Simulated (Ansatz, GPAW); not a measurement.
# Dielectric function and optical constants of HgH2S2 (model structure), part 2 of 3

Aim: the dielectric function of HgH2S2 (model structure), and the optical constants that follow from it. The structure is a model built here, which may or may not match a known phase. It was built so: All Cd replaced by Hg and O replaced by S in the P-3m1 structure of CdH2O2. The cell is first relaxed with Ansatz.

GPAW 26.7.0; DFT, PBE, plane-wave PAW (GPAW data sets), scalar-relativistic, RPA, optical limit.

So far: The starting structure; Relaxation.

### Step 3. Ground state

First the ground state: is it a metal or has it a gap?

This step: DFT, PBE, plane-wave PAW (GPAW data sets), scalar-relativistic, ground state (GPAW 26.7.0).

The input, gs.py:

```python
from ase import Atoms
from ase.dft.bandgap import bandgap
from gpaw import GPAW, PW, FermiDirac

atoms = Atoms(['Hg', 'S', 'S', 'H', 'H'],
              cell=[[4.30308076, 0.00000000, 0.00000000],
                    [-2.15154038, 3.72657726, 0.00000000],
                    [0.00000000, 0.00000000, 6.08922857]],
              scaled_positions=[[1.00000000, 1.00000000, 0.00000000],
                                [0.33333333, 0.66666667, 0.20627586],
                                [0.66666667, 0.33333333, 0.79372414],
                                [0.33333333, 0.66666667, 0.42946518],
                                [0.66666667, 0.33333333, 0.57053482]],
              pbc=[True, True, True])
atoms.calc = GPAW(mode=PW(450), xc='PBE', kpts={'size': (6, 6, 4), 'gamma': True},
                  occupations=FermiDirac(0.05), maxiter=150, txt='gs.txt')
print('energy (eV)', atoms.get_potential_energy())
print('Fermi level (eV)', atoms.calc.get_fermi_level())
print('valence electrons', atoms.calc.get_number_of_electrons())
print('gap (eV)', bandgap(atoms.calc, output=None)[0])
print('direct gap (eV)', bandgap(atoms.calc, direct=True, output=None)[0])
atoms.calc.write('gs.gpw')
```

The run is started by

```bash
> OMP_NUM_THREADS=1 python gs.py
```

Numbers of over 12 decimals in the logs are rounded to 6 here.

The log of the run:

```text
__  _  _
 | _ |_)|_||  |
 |__||  | ||/\| - 26.7.0

Versions:
  Python: 3.12.14
  ASE:    3.29.0
  Numpy:  2.5.5
  Scipy:  1.18.1
  Libxc:  7.0.0

Input parameters:
  mode=PW(ecut=450.000000),
  kpts=MonkhorstPack(size=(6, 6, 4), gamma=True),
  maxiter=150,
  occupations=Occupations(name='fermi-dirac', width=0.05, fixmagmom=False),
  xc=XC(name='PBE')

Diagonalizing LCAO Hamiltonian
Converting LCAO to pw mode

            S

        H   H

        S
              Hg

Atoms  # Å, Bohr magnetons
|   | symbol |         x |        y |        z |    initial magnetic moments |
| 0 |     Hg |  2.151540 | 3.726577 | 0.000000 | ( 0.0000,  0.0000,  0.0000) |
| 1 |      S | -0.000000 | 2.484385 | 1.256061 | ( 0.0000,  0.0000,  0.0000) |
| 2 |      S |  2.151540 | 1.242192 | 4.833168 | ( 0.0000,  0.0000,  0.0000) |
| 3 |      H | -0.000000 | 2.484385 | 2.615112 | ( 0.0000,  0.0000,  0.0000) |
| 4 |      H |  2.151540 | 1.242192 | 3.474117 | ( 0.0000,  0.0000,  0.0000) |

Unit cell  # Å
| periodic |         x |        y |        z |  lengths |     angles |
|      yes |  4.303081 | 0.000000 | 0.000000 | 4.303081 |  90.000000 |
|      yes | -2.151540 | 3.726577 | 0.000000 | 4.303081 |  90.000000 |
|      yes |  0.000000 | 0.000000 | 6.089229 | 6.089229 | 120.000000 |

Number of symmetries: 4
Symmetry operations  # r_c * U_cc + t_c -> r_c
|   | kind |            matrix            |
| 0 |  E   |  1, 0, 0,  0, 1, 0,  0, 0, 1 |
| 1 |  C2  |  1, 0, 0, -1,-1, 0,  0, 0,-1 |
| 2 |  σ   | -1, 0, 0,  1, 1, 0,  0, 0, 1 |
| 3 |  i   | -1, 0, 0,  0,-1, 0,  0, 0,-1 |

BZ-sampling:
  Number of BZ points: 144
  Number of IBZ points: 47

  Monkhorst-Pack size: [6, 6, 4]
  Monkhorst-Pack shift: [0.083333, 0.083333, 0.125]

K-points  # in reciprocal-cell coordinates
|     |                                coordinates |     weight |
|   0 | (  0.00000000,   0.00000000,   0.00000000) | 0.00694444 |
|   1 | (  0.00000000,   0.00000000,   0.25000000) | 0.01388889 |
|   2 | (  0.00000000,   0.00000000,   0.50000000) | 0.00694444 |
|   3 | (  0.00000000,   0.16666667,  -0.25000000) | 0.01388889 |
|   4 | (  0.00000000,   0.16666667,   0.00000000) | 0.01388889 |
|   5 | (  0.00000000,   0.16666667,   0.25000000) | 0.01388889 |
|   6 | (  0.00000000,   0.16666667,   0.50000000) | 0.01388889 |
|   7 | (  0.00000000,   0.33333333,  -0.25000000) | 0.01388889 |
|   8 | (  0.00000000,   0.33333333,   0.00000000) | 0.01388889 |
|   9 | (  0.00000000,   0.33333333,   0.25000000) | 0.01388889 |
| ... |                                            |            |
|  46 | (  0.50000000,   0.50000000,   0.50000000) | 0.01388889 |

Plane wave coefficients: 2139
Cutoff: 450.000000 eV

Spin-components: 1 (collinear spins)
Bands:           22
Projectors:      22
Spin-degeneracy: 2
Datatype:        complex128

Parallelization:
  kpt:    1
  domain: 1
  band:   1

Density:
  Valence electrons: 32.0
  Components: 1
  Grid points: [24 24 30]
  Charge: 0.0  # |e|

Potential:
  Grid points: [24 24 30]

species:
  Hg:
    name:    Mercury
    id:
    Z:       80.0
    valence: 18
    core:    62
    charge:  0.0  # [|e|]
    compensation charges:
      type: gauss
      rc: 0.41  # [Å]
      lmax: 2
    cutoffs:
      filter: 2.17  # [Å]
      core: 2.06  # [Å]
    projectors
    | kind |    occ | energy [eV] | rcut [Å] |
    |   6s |  2.000 |      -6.783 |    1.307 |
    |   5p |  6.000 |     -66.572 |    1.291 |
    |   6p |  0.000 |      -1.056 |    1.291 |
    |   5d | 10.000 |      -9.891 |    1.302 |
    |    s |        |      20.429 |    1.307 |
    |    d |        |      17.320 |    1.302 |

    Using partial waves for Hg as LCAO basis

  S:
    name:    Sulfur
    id:
    Z:       16.0
    valence: 6
    core:    10
    charge:  0.0  # [|e|]
    compensation charges:
      type: gauss
      rc: 0.24  # [Å]
      lmax: 2
    cutoffs:
      filter: 1.77  # [Å]
      core: 1.66  # [Å]
    projectors
    | kind |    occ | energy [eV] | rcut [Å] |
    |   3s |  2.000 |     -17.254 |    0.974 |
    |   3p |  4.000 |      -7.008 |    0.979 |
    |    s |        |       9.957 |    0.974 |
    |    p |        |      20.203 |    0.979 |
    |    d |        |       0.000 |    0.900 |

    Using partial waves for S as LCAO basis

  H:
    name:    Hydrogen
    id:
    Z:       1.0
    valence: 1
    core:    0
    charge:  0.0  # [|e|]
    compensation charges:
      type: gauss
      rc: 0.15  # [Å]
      lmax: 2
    cutoffs:
      filter: 0.85  # [Å]
      core: 0.53  # [Å]
    projectors
    | kind |    occ | energy [eV] | rcut [Å] |
    |   1s |  1.000 |      -6.494 |    0.476 |
    |    s |        |      20.717 |    0.476 |
    |    p |        |       0.000 |    0.476 |

    Using partial waves for H as LCAO basis

Reference energy: -554895.998847  # eV

eigensolver:
  PPCG
  Converge bands: occupied
  niter=2

density mixing:
  MSR1-Mixer
  Pratt-step length: 0.05
  Maximum mixing coefficient: 0.75
  Old densities: 10
  SVD Regularization: 0.005
  Good broyden scale: 1.0
  Trust region scale: 1.0
  Backstep threshold: 4.0
  History deletion threshold: 6.0
  Fourier metric: weight=20.0, sigma=0.015

occupation numbers:
  Fermi-Dirac:
    width: 0.0500  # eV

poisson solver:
  ecut: 3600.000000  # eV

xc functional:
  name: PBE with 2 nearest neighbor stencil

convergence criteria:
- Maximum [total energy] change in last 3 cyles: 0.0005 eV / valence electron
- Maximum integral of absolute [dens]ity change: 0.0001 electrons / valence electron
- Maximum integral of absolute [eigenst]ate change: 4e-08 eV^2 / valence electron
maximum number of iterations: 150

SCF iterations
|iter     |      energy | eigst |  dens |
|iter:   1||  -16.739621 | +0.09 |       |
|iter:   2||  -16.573770 | -1.61 | -1.10 |
|iter:   3||  -15.959747 | -1.04 | -1.14 |
|iter:   4||  -15.971017 | -2.36 | -1.70 |
|iter:   5||  -15.968458c| -2.85 | -2.08 |
|iter:   6||  -15.969306c| -3.90 | -2.57 |
|iter:   7||  -15.969580c| -4.70 | -3.03 |
|iter:   8||  -15.969582c| -6.04 | -3.73 |
|iter:   9||  -15.969585c| -6.47 | -4.22c|
|iter:  10||  -15.969585c| -7.74c| -4.96c|

Converged in 10 steps
SCF loop duration: 33.867 s (3.387 s/step)
Energy contributions relative to reference atoms: (reference = -554895.998847)

Energy contributions:
  Kinetic:          41.632248
  Coulomb:         -38.189763
  Zero:             -2.155148
  External:          0.000000
  Xc:              -17.256868
  Entropy:          -0.000107
  Spinorbit:         0.000000
  ----------------------------
  Free energy:     -15.969638
  Extrapolated:    -15.969585

dipole moment: (-7.302345, -12.648032, -20.666889)  # |e|*Ang

Fermi level: 2.346
Eigenvalues  # (at kpt = [0.000, 0.000, 0.000])
| band index |      eig [eV] | occ [0-2] |
|          0 |       -60.352 |     2.000 |
|        ... |               |           |
|          8 |        -3.841 |     2.000 |
|          9 |        -3.841 |     2.000 |
|         10 |        -3.302 |     2.000 |
|         11 |        -1.843 |     2.000 |
|         12 |         1.015 |     2.000 |
|         13 |         1.015 |     2.000 |
|         14 |         1.674 |     2.000 |
|         15 |         1.674 |     2.000 |
|         16 |         2.571 |     0.022 |
|         17 |         5.008 |     0.000 |
|         18 |         7.589 |     0.000 |
|         19 |         8.415 |     0.000 |
|         20 |         8.415 |     0.000 |
|         21 |         9.801 |     0.000 |

Gap: 0.546 eV
Transition (v -> c):
  (s=0, k=44, n=15, [0.50, 0.50, 0.00]) -> (s=0, k=0, n=16, [0.00, 0.00, 0.00])
Direct/indirect transitions are different
Direct gap: 0.897 eV
Transition at: (s=0, k=0, n=15, [0.00, 0.00, 0.00])

--- standard output ---
energy (eV) -15.969585
Fermi level (eV) 2.345916
valence electrons 32.0
gap (eV) 0.545567
direct gap (eV) 0.897350
```

The job ended after 36 s (1 thread of Arm Neoverse V2, shared host; peak memory 0.21 GiB).

Read-outs, printed or worked out from the files:

```
energy                 : -15.97 eV
Fermi energy           : 2.346 eV
gap on the k-mesh      : 0.5456 eV
direct gap on the mesh : 0.8973 eV
electrons              : 32
```

There is a gap, 0.55 eV on this mesh (points off the mesh can give less), so no carriers' term is needed.

### Step 4. Bands for the response

At the fixed density, many empty bands are solved on the mesh of the response, since the spectrum sums over them.

This step: DFT, PBE, plane-wave PAW (GPAW data sets), scalar-relativistic, bands at fixed density (GPAW 26.7.0).

The input, nscf.py:

```python
from ase.dft.bandgap import bandgap
from gpaw import GPAW, FermiDirac

calc = GPAW('gs.gpw').fixed_density(kpts={'size': (12, 12, 6), 'gamma': True}, nbands=55, convergence={'bands': 49},
                                    occupations=FermiDirac(0.001), txt='nscf.txt')
print('gap (eV)', bandgap(calc, output=None)[0])
print('direct gap (eV)', bandgap(calc, direct=True, output=None)[0])
print('top band over the Fermi level (eV)', min(calc.get_eigenvalues(kpt=k)[48] for k in range(len(calc.get_ibz_k_points()))) - calc.get_fermi_level())
calc.write('full.gpw', mode='all')
```

The run is started by

```bash
> OMP_NUM_THREADS=1 python nscf.py
```

The log of the run:

```text
Diagonalizing LCAO Hamiltonian
Converting LCAO to pw mode
convergence criteria:
- Maximum integral of absolute [eigenst]ate change: 4e-08 eV^2 / valence electron
maximum number of iterations: 150

SCF iterations
|iter     |      energy | eigst |  dens |
|iter:   1||             | +3.38 |       |
|iter:   2||             | +2.10 |       |
|iter:   3||             | +1.11 |       |
|iter:   4||             | -0.04 |       |
|iter:   5||             | -0.99 |       |
|iter:   6||             | -1.98 |       |
|iter:   7||             | -2.85 |       |
|iter:   8||             | -3.83 |       |
|iter:   9||             | -4.67 |       |
|iter:  10||             | -5.62 |       |
|iter:  11||             | -6.41 |       |
|iter:  12||             | -7.15 |       |
|iter:  13||             | -7.68c|       |
SCF steps: 13
  __  _  _
 | _ |_)|_||  |
 |__||  | ||/\| - 26.7.0

Versions:
  Python: 3.12.14
  ASE:    3.29.0
  Numpy:  2.5.5
  Scipy:  1.18.1
  Libxc:  7.0.0

Input parameters:
  mode=PW(ecut=450.000000),
  convergence={'bands': 49},
  gpts=array([24, 24, 30]),
  kpts=MonkhorstPack(size=(12, 12, 6), gamma=True),
  maxiter=150,
  nbands=55,
  occupations=Occupations(name='fermi-dirac', width=0.001, fixmagmom=False),
  parallel={},
  xc=XC(name='PBE')

--- standard output ---
gap (eV) 0.545567
direct gap (eV) 0.897350
top band over the Fermi level (eV) 23.537050
```

It took 9 min on 1 thread; peak memory 0.76 GiB.

[end of part 2 of 3]

[Machine, clock and banner lines and Python warnings are left out of the logs.]

[Logs are printed without paths, hosts, clocks, repeated set-up lines and the standing remarks that a program may print on its own settings, such as how far it seeks lower states.]

[Hosts, paths, dates, database ids (printed as entryN), source tags and the programs' standing remarks are cut or masked in the printed files.]
